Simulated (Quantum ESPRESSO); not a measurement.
# KNiF3: parallel and opposed starts, part 2 of 3

Does KNiF3 prefer parallel or opposed moments?

Quantum ESPRESSO 7.5; LDA with U = 6 eV on Ni d (ortho-atomic projectors); plane waves with GBRV 1.5 LDA potentials, no spin-orbit coupling.

So far, absolute magnetization (μB): step 2 (run 1, typed as ferro +) 2.03.

The database entry behind the starting cell differs from later determinations by our own check (about 0.35 % short), so it need not match the best structure at ambient conditions.

**3. Start 2: antiferro q=(0,1/2,1/2) +−**

The cell is doubled to 10 atoms to hold this order. The wavevector q is in fractions of the reciprocal vectors of the crystal's primitive cell, as the cells of these inputs are built from it; moments change sign between cells as cos(2π q·R).

File pw.in:

```
&CONTROL
  calculation = 'scf'
  prefix = 'pwscf'
  outdir = './tmp'
  pseudo_dir = './pseudo'
  disk_io = 'nowf'
/
&SYSTEM
  ibrav = 0
  nat = 10
  ntyp = 4
  ecutwfc = 40
  ecutrho = 280
  nbnd = 62
  occupations = 'smearing'
  smearing = 'fd'
  degauss = 0.00367493
  nspin = 2
  starting_magnetization(1) = 0
  starting_magnetization(2) = 0.1111
  starting_magnetization(3) = -0.1111
  starting_magnetization(4) = 0
/
&ELECTRONS
  conv_thr = 2d-08
  electron_maxstep = 150
  mixing_beta = 0.3
/
ATOMIC_SPECIES
K      39.0983 k_lda_v1.4.uspp.F.UPF
Ni1    58.6934 ni_lda_v1.4.uspp.F.UPF
Ni2    58.6934 ni_lda_v1.4.uspp.F.UPF
F      18.9984 f_lda_v1.4.uspp.F.UPF
CELL_PARAMETERS angstrom
   4.0000000000    0.0000000000    0.0000000000
   0.0000000000    8.0000000000    0.0000000000
   0.0000000000    4.0000000000    4.0000000000
ATOMIC_POSITIONS crystal
K       0.0000000000    0.0000000000    0.0000000000
K       0.0000000000    0.5000000000    0.0000000000
Ni1     0.5000000000    0.0000000000    0.5000000000
Ni2     0.5000000000    0.5000000000    0.5000000000
F       0.5000000000    0.2500000000    0.0000000000
F       0.5000000000    0.7500000000    0.0000000000
F       0.0000000000    0.0000000000    0.5000000000
F       0.0000000000    0.5000000000    0.5000000000
F       0.5000000000    0.7500000000    0.5000000000
F       0.5000000000    0.2500000000    0.5000000000
K_POINTS automatic
6 3 6 0 0 0
HUBBARD {ortho-atomic}
U Ni1-3d 6.0000
U Ni2-3d 6.0000
```

Launch:

```bash
$ OMP_NUM_THREADS=1 mpirun -n 4 pw.x -nk 4 -in pw.in > pw.out
```

Output:

```text
[banner, memory and clock lines left out]
Program PWSCF v.7.5 starts

     Message from routine setup:
     using ibrav=0 with symmetry is DISCOURAGED, use correct ibrav instead

     bravais-lattice index     =            0
     lattice parameter (alat)  =       7.5589  a.u.
     unit-cell volume          =     863.7868 (a.u.)^3
     number of atoms/cell      =           10
     number of atomic types    =            4
     number of electrons       =        96.00
     number of Kohn-Sham states=           62
     kinetic-energy cutoff     =      40.0000  Ry
     charge density cutoff     =     280.0000  Ry
     scf convergence threshold =      2.0E-08
     mixing beta               =       0.3000
     number of iterations used =            8  plain     mixing
     Exchange-correlation=  SLA  PZ   NOGX NOGC
                           (   1   1   0   0   0   0   0)
     Hubbard projectors: ortho-atomic
     Hubbard parameters of DFT+U (Dudarev formulation) in eV:
     U(Ni1-3d) =  6.0000
     U(Ni2-3d) =  6.0000

     Internal variables: lda_plus_u =T, lda_plus_u_kind = 0

     Internal variables: orbital_resolved =F, hub_pot_fix =F, apply_U = F

     celldm(1)=   7.558904  celldm(2)=   0.000000  celldm(3)=   0.000000
     celldm(4)=   0.000000  celldm(5)=   0.000000  celldm(6)=   0.000000

     crystal axes: (cart. coord. in units of alat)
               a(1) = (   1.000000   0.000000   0.000000 )
               a(2) = (   0.000000   2.000000   0.000000 )
               a(3) = (   0.000000   1.000000   1.000000 )

     reciprocal axes: (cart. coord. in units 2 pi/alat)
               b(1) = (  1.000000  0.000000  0.000000 )
               b(2) = (  0.000000  0.500000 -0.500000 )
               b(3) = (  0.000000  0.000000  1.000000 )

     PseudoPot. # 1 for K  read from file:
     k_lda_v1.4.uspp.F.UPF
     Pseudo is Ultrasoft + core correction, Zval =  9.0

     PseudoPot. # 2 for Ni read from file:
     ni_lda_v1.4.uspp.F.UPF
     Pseudo is Ultrasoft + core correction, Zval = 18.0

     PseudoPot. # 3 for Ni read from file:
     ni_lda_v1.4.uspp.F.UPF
     Pseudo is Ultrasoft + core correction, Zval = 18.0

     PseudoPot. # 4 for F  read from file:
     f_lda_v1.4.uspp.F.UPF
     Pseudo is Ultrasoft, Zval =  7.0

     atomic species   valence    mass     pseudopotential
     K                 9.00    39.09830     K ( 1.00)
     Ni1              18.00    58.69340     Ni( 1.00)
     Ni2              18.00    58.69340     Ni( 1.00)
     F                 7.00    18.99840     F ( 1.00)

     Starting magnetic structure
     atomic species   magnetization
     K               0.000
     Ni1             0.111
     Ni2            -0.111
     F               0.000

     16 Sym. Ops., with inversion, found ( 8 have fractional translation)

   Cartesian axes

     site n.     atom                  positions (alat units)
         1        K      tau(   1) = (   0.0000000   0.0000000   0.0000000  )
         2        K      tau(   2) = (   0.0000000   1.0000000   0.0000000  )
         3        Ni1    tau(   3) = (   0.5000000   0.5000000   0.5000000  )
         4        Ni2    tau(   4) = (   0.5000000   1.5000000   0.5000000  )
         5        F      tau(   5) = (   0.5000000   0.5000000   0.0000000  )
         6        F      tau(   6) = (   0.5000000   1.5000000   0.0000000  )
         7        F      tau(   7) = (   0.0000000   0.5000000   0.5000000  )
         8        F      tau(   8) = (   0.0000000   1.5000000   0.5000000  )
         9        F      tau(   9) = (   0.5000000   2.0000000   0.5000000  )
        10        F      tau(  10) = (   0.5000000   1.0000000   0.5000000  )

     number of k points=    24  Fermi-Dirac smearing, width (Ry)=  0.0037
                       cart. coord. in units 2pi/alat
        k(    1) = (   0.0000000   0.0000000   0.0000000), wk =   0.0092593
        k(    2) = (   0.0000000   0.0000000   0.1666667), wk =   0.0370370
        k(    3) = (   0.0000000   0.0000000   0.3333333), wk =   0.0370370
        k(    4) = (   0.0000000   0.0000000  -0.5000000), wk =   0.0092593
        k(    5) = (   0.0000000   0.1666667  -0.1666667), wk =   0.0370370
        [... 19 further k-points ...]

     Dense  grid:    68361 G-vectors     FFT dimensions: (  45,  90,  60)

     Smooth grid:    29607 G-vectors     FFT dimensions: (  32,  64,  45)

     Check: negative core charge=   -0.000006
     Generating pointlists ...
     new r_m :   0.2917 (alat units)  2.2048 (a.u.) for type    1
     new r_m :   0.2063 (alat units)  1.5590 (a.u.) for type    2
     new r_m :   0.2063 (alat units)  1.5590 (a.u.) for type    3
     new r_m :   0.2063 (alat units)  1.5590 (a.u.) for type    4

     Initial potential from superposition of free atoms

     starting charge      90.9944, renormalised to      96.0000

     STARTING HUBBARD OCCUPATIONS:

     =================== HUBBARD OCCUPATIONS ===================
     ------------------------ ATOM    3 ------------------------
     Tr[ns(  3)] (up, down, total) =   5.00000  3.00000  8.00000
     Atomic magnetic moment for atom   3 =   2.00000
     [... lines left out ...]
     ------------------------ ATOM    4 ------------------------
     Tr[ns(  4)] (up, down, total) =   3.00000  5.00000  8.00000
     Atomic magnetic moment for atom   4 =  -2.00000
     [... lines left out ...]
     Number of occupied Hubbard levels =   16.0000

     Atomic wfc used for Hubbard projectors are orthogonalized

     Starting wfcs are   66 randomized atomic wfcs

     Self-consistent Calculation

     iteration #  1     ecut=    40.00 Ry     beta= 0.30
     Davidson diagonalization with overlap
     ethr =  1.00E-02,  avg # of iterations =  8.2

     =================== HUBBARD OCCUPATIONS ===================
     ------------------------ ATOM    3 ------------------------
     Tr[ns(  3)] (up, down, total) =   4.49637  1.08516  5.58153
     Atomic magnetic moment for atom   3 =   3.41120
     [... lines left out ...]
     ------------------------ ATOM    4 ------------------------
     Tr[ns(  4)] (up, down, total) =   1.09290  4.49694  5.58983
     Atomic magnetic moment for atom   4 =  -3.40404
     [... lines left out ...]
     Number of occupied Hubbard levels =   11.1714

     total energy              =   -1084.20809696 Ry
     estimated scf accuracy    <      23.75443126 Ry

     total magnetization       =     0.02 Bohr mag/cell
     absolute magnetization    =     7.19 Bohr mag/cell

     iteration #  2     ecut=    40.00 Ry     beta= 0.30
     Davidson diagonalization with overlap
     ethr =  1.00E-02,  avg # of iterations =  3.2

     total energy              =   -1089.82093282 Ry
     estimated scf accuracy    <      14.83809744 Ry

     total magnetization       =    -0.01 Bohr mag/cell
     absolute magnetization    =     0.63 Bohr mag/cell

     [... further iterations left out ...]

     iteration # 12     ecut=    40.00 Ry     beta= 0.30
     Davidson diagonalization with overlap
     ethr =  2.83E-10,  avg # of iterations =  2.2

     total energy              =   -1092.14489298 Ry
     estimated scf accuracy    <       0.00000003 Ry

     total magnetization       =     0.00 Bohr mag/cell
     absolute magnetization    =     3.86 Bohr mag/cell

     iteration # 13     ecut=    40.00 Ry     beta= 0.30
     Davidson diagonalization with overlap
     ethr =  3.50E-11,  avg # of iterations =  3.8

     Magnetic moment per site  (integrated on atomic sphere of radius R)
     atom   1 (R=0.292)  charge=  7.6061  magn= -0.0000
     atom   2 (R=0.292)  charge=  7.6061  magn=  0.0000
     atom   3 (R=0.206)  charge= 15.3815  magn=  1.7296
     atom   4 (R=0.206)  charge= 15.3815  magn= -1.7296
     atom   5 (R=0.206)  charge=  6.4938  magn= -0.0000
     atom   6 (R=0.206)  charge=  6.4938  magn= -0.0000
     atom   7 (R=0.206)  charge=  6.4957  magn=  0.0512
     atom   8 (R=0.206)  charge=  6.4957  magn= -0.0512
     atom   9 (R=0.206)  charge=  6.4938  magn= -0.0000
     atom  10 (R=0.206)  charge=  6.4938  magn= -0.0000

     End of self-consistent calculation

     =================== HUBBARD OCCUPATIONS ===================
     ------------------------ ATOM    3 ------------------------
     Tr[ns(  3)] (up, down, total) =   4.98259  3.20198  8.18457
     Atomic magnetic moment for atom   3 =   1.78061
     [... lines left out ...]
     ------------------------ ATOM    4 ------------------------
     Tr[ns(  4)] (up, down, total) =   3.20198  4.98259  8.18457
     Atomic magnetic moment for atom   4 =  -1.78061
     [... lines left out ...]
     Number of occupied Hubbard levels =   16.3691

     [... lines left out ...]
     the Fermi energy is     7.2134 ev

!    total energy              =   -1092.14489317 Ry
     estimated scf accuracy    <          5.6E-10 Ry
     smearing contrib. (-TS)   =      -0.00000000 Ry
     internal energy E=F+TS    =   -1092.14489317 Ry

     The total energy is F=E-TS. E is the sum of the following terms:
     one-electron contribution =    -775.69989780 Ry
     hartree contribution      =     432.31744743 Ry
     xc contribution           =    -142.95740175 Ry
     ewald contribution        =    -605.90651864 Ry
     Hubbard energy            =       0.10147759 Ry

     total magnetization       =    -0.00 Bohr mag/cell
     absolute magnetization    =     3.86 Bohr mag/cell

     convergence has been achieved in  13 iterations
```

Elapsed: 40 s, on 4 MPI ranks of AMD EPYC 9R45 (Zen 5), shared host; peak memory 0.85 GiB.

Spin moment in the atom's sphere by atom:

```
atom  spin moment in the atom's sphere (μB)
  K1                                   0.00
  K2                                   0.00
 Ni3                                   1.73
 Ni4                                  -1.73
  F5                                   0.00
  F6                                   0.00
  F7                                   0.05
  F8                                  -0.05
  F9                                   0.00
 F10                                   0.00
```

Read from the output:

- smearing term TS: 4.52e-12 eV
- magnetization: 0 μB
- absolute magnetization: 3.861 μB
- final state: antiferromagnetic

**4. Start 3: antiferro q=(1/2,1/2,1/2) +−**

This order needs a doubled cell of 10 atoms.

File pw.in:

```
&CONTROL
  calculation = 'scf'
  prefix = 'pwscf'
  outdir = './tmp'
  pseudo_dir = './pseudo'
  disk_io = 'nowf'
/
&SYSTEM
  ibrav = 0
  nat = 10
  ntyp = 4
  ecutwfc = 40
  ecutrho = 280
  nbnd = 62
  occupations = 'smearing'
  smearing = 'fd'
  degauss = 0.00367493
  nspin = 2
  starting_magnetization(1) = 0
  starting_magnetization(2) = 0.1111
  starting_magnetization(3) = -0.1111
  starting_magnetization(4) = 0
/
&ELECTRONS
  conv_thr = 2d-08
  electron_maxstep = 150
  mixing_beta = 0.3
/
ATOMIC_SPECIES
K      39.0983 k_lda_v1.4.uspp.F.UPF
Ni1    58.6934 ni_lda_v1.4.uspp.F.UPF
Ni2    58.6934 ni_lda_v1.4.uspp.F.UPF
F      18.9984 f_lda_v1.4.uspp.F.UPF
CELL_PARAMETERS angstrom
   8.0000000000    0.0000000000    0.0000000000
   4.0000000000    4.0000000000    0.0000000000
   4.0000000000    0.0000000000    4.0000000000
ATOMIC_POSITIONS crystal
K       0.0000000000    0.0000000000    0.0000000000
K       0.5000000000    0.0000000000    0.0000000000
Ni1     0.7500000000    0.5000000000    0.5000000000
Ni2     0.2500000000    0.5000000000    0.5000000000
F       0.0000000000    0.5000000000    0.0000000000
F       0.5000000000    0.5000000000    0.0000000000
F       0.5000000000    0.5000000000    0.5000000000
F       0.0000000000    0.5000000000    0.5000000000
F       0.0000000000    0.0000000000    0.5000000000
F       0.5000000000    0.0000000000    0.5000000000
K_POINTS automatic
3 6 6 0 0 0
HUBBARD {ortho-atomic}
U Ni1-3d 6.0000
U Ni2-3d 6.0000
```

Output:

```text
     [... lines left out ...]
Program PWSCF v.7.5 starts
     [... lines left out ...]
     number of atoms/cell      =           10
     [... lines left out ...]
     number of electrons       =        96.00
     number of Kohn-Sham states=           62
     kinetic-energy cutoff     =      40.0000  Ry
     charge density cutoff     =     280.0000  Ry
     scf convergence threshold =      2.0E-08
     [... lines left out ...]
     48 Sym. Ops., with inversion, found (24 have fractional translation)
     [... lines left out ...]
     number of k points=    10  Fermi-Dirac smearing, width (Ry)=  0.0037
     [... lines left out ...]
     iteration # 12     ecut=    40.00 Ry     beta= 0.30
     [... lines left out ...]
     Magnetic moment per site  (integrated on atomic sphere of radius R)
     atom   1 (R=0.146)  charge=  7.6061  magn= -0.0000
     atom   2 (R=0.146)  charge=  7.6061  magn= -0.0000
     atom   3 (R=0.103)  charge= 15.3846  magn=  1.7165
     atom   4 (R=0.103)  charge= 15.3846  magn= -1.7165
     atom   5 (R=0.103)  charge=  6.4939  magn= -0.0000
     atom   6 (R=0.103)  charge=  6.4939  magn= -0.0000
     atom   7 (R=0.103)  charge=  6.4939  magn= -0.0000
     atom   8 (R=0.103)  charge=  6.4939  magn= -0.0000
     atom   9 (R=0.103)  charge=  6.4939  magn= -0.0000
     atom  10 (R=0.103)  charge=  6.4939  magn= -0.0000
     [... lines left out ...]
     Tr[ns(  3)] (up, down, total) =   4.98077  3.21127  8.19204
     [... lines left out ...]
     Tr[ns(  4)] (up, down, total) =   3.21126  4.98077  8.19203
     [... lines left out ...]
     the Fermi energy is     6.7158 ev
!    total energy              =   -1092.14872420 Ry
     estimated scf accuracy    <       0.00000001 Ry
     smearing contrib. (-TS)   =       0.00000000 Ry
     [... lines left out ...]
     total magnetization       =     0.00 Bohr mag/cell
     absolute magnetization    =     3.78 Bohr mag/cell
     convergence has been achieved in  12 iterations
```

The job ended after 22 s (4 MPI ranks; peak memory 0.79 GiB; 85 s of CPU time).

Spin moment in the atom's sphere by atom:

```
atom  spin moment in the atom's sphere (μB)
  K1                                   0.00
  K2                                   0.00
 Ni3                                   1.72
 Ni4                                  -1.72
  F5                                   0.00
  F6                                   0.00
  F7                                   0.00
  F8                                   0.00
  F9                                   0.00
 F10                                   0.00
```

Read from the output:

| Item | Value |
| --- | --- |
| smearing term TS | 0 eV |
| magnetization | 0 μB |
| absolute magnetization | 3.782 μB |
| final state | antiferromagnetic |

**5. The states side by side**

An order is kept where moments of 0.15 μB or more survive with the typed signs; meshes match where a doubled cell samples the same k points as the first cell.

Orders:

```
                       start        final state  typed order kept  energy over the lowest (meV a seeded atom)  largest site moment (μB)  net moment (μB a cell of the first run)  mesh matched  CPU time (s)
                     ferro +      ferromagnetic               yes                                       84.45                     1.759                                        2           yes          25.3
  antiferro q=(0,1/2,1/2) +-  antiferromagnetic               yes                                       26.06                      1.73                                        0           yes         158.8
antiferro q=(1/2,1/2,1/2) +-  antiferromagnetic               yes                                           0                     1.716                                        0           yes         85.42
```

**6. Couplings from the energies**

E = −Σ J e·e over ordered pairs of unit vectors, so each pair counts twice. As many shells are taken as there are differences of energy, so the couplings are solved for and no residual tests the model; further shells are folded in, and shells whose pairs keep their relative signs in all orders cancel and are not probed. Couplings from the energies:

```
 pair  distance (Å)  neighbours an atom  J (meV)
Ni-Ni             4                   6   -7.038
Ni-Ni         5.657                  12  -0.1305
```

**7. The lowest state again, with its states saved**

Changes to pw.in since step 4:

```diff
@@ -5,3 +5,3 @@
   pseudo_dir = './pseudo'
-  disk_io = 'nowf'
+  disk_io = 'low'
 /
@@ -9,2 +9,3 @@
   ibrav = 0
+  celldm(1) = 8
   nat = 10
@@ -13,3 +14,3 @@
   ecutrho = 280
-  nbnd = 62
+  nbnd = 66
   occupations = 'smearing'
@@ -33,6 +34,6 @@
 F      18.9984 f_lda_v1.4.uspp.F.UPF
-CELL_PARAMETERS angstrom
-   8.0000000000    0.0000000000    0.0000000000
-   4.0000000000    4.0000000000    0.0000000000
-   4.0000000000    0.0000000000    4.0000000000
+CELL_PARAMETERS alat
+   1.8897261246258    0.0000000000000    0.0000000000000
+   0.9448630623129    0.9448630623129    0.0000000000000
+   0.9448630623129    0.0000000000000    0.9448630623129
 ATOMIC_POSITIONS crystal
```

Output:

```text
     [... lines left out ...]
Program PWSCF v.7.5 starts
     [... lines left out ...]
     number of atoms/cell      =           10
     [... lines left out ...]
     number of electrons       =        96.00
     number of Kohn-Sham states=           66
     kinetic-energy cutoff     =      40.0000  Ry
     charge density cutoff     =     280.0000  Ry
     scf convergence threshold =      2.0E-08
     [... lines left out ...]
     48 Sym. Ops., with inversion, found (24 have fractional translation)
     [... lines left out ...]
     number of k points=    10  Fermi-Dirac smearing, width (Ry)=  0.0037
     [... lines left out ...]
     iteration # 12     ecut=    40.00 Ry     beta= 0.30
     [... lines left out ...]
     Magnetic moment per site  (integrated on atomic sphere of radius R)
     atom   1 (R=0.276)  charge=  7.6061  magn= -0.0000
     atom   2 (R=0.276)  charge=  7.6061  magn= -0.0000
     atom   3 (R=0.195)  charge= 15.3847  magn=  1.7165
     atom   4 (R=0.195)  charge= 15.3847  magn= -1.7165
     atom   5 (R=0.195)  charge=  6.4939  magn= -0.0000
     atom   6 (R=0.195)  charge=  6.4939  magn= -0.0000
     atom   7 (R=0.195)  charge=  6.4938  magn= -0.0000
     atom   8 (R=0.195)  charge=  6.4938  magn= -0.0000
     atom   9 (R=0.195)  charge=  6.4939  magn= -0.0000
     atom  10 (R=0.195)  charge=  6.4939  magn= -0.0000
     [... lines left out ...]
     Tr[ns(  3)] (up, down, total) =   4.98076  3.21128  8.19205
     [... lines left out ...]
     Tr[ns(  4)] (up, down, total) =   3.21129  4.98077  8.19206
     [... lines left out ...]
     the Fermi energy is     6.6597 ev
!    total energy              =   -1092.14872420 Ry
     estimated scf accuracy    <       0.00000001 Ry
     smearing contrib. (-TS)   =       0.00000000 Ry
     [... lines left out ...]
     total magnetization       =     0.00 Bohr mag/cell
     absolute magnetization    =     3.78 Bohr mag/cell
     convergence has been achieved in  12 iterations
```

Elapsed: 22 s, on 4 MPI ranks; peak memory 0.78 GiB; 88 s of CPU time.

This step gave:

* smearing term TS: 0 eV
* magnetization: 0 μB
* absolute magnetization: 3.782 μB
* final state: antiferromagnetic
* largest moment: 1.716 μB

(Continued in part 3 of 3.)

[Logs and program files are shortened in this print: banners, set-up blocks, solver, clock and traceback lines can be left out without a mark of their own.]

[Logs are printed without paths, hosts, clocks, repeated set-up lines and the standing remarks that a program may print on its own settings, such as how far it seeks lower states.]

[Hosts, paths, dates, database ids (printed as entryN), source tags and the programs' standing remarks are cut or masked in the printed files.]

[Where a cell is said to come from a database of computed structures, the database is the Materials Project.]
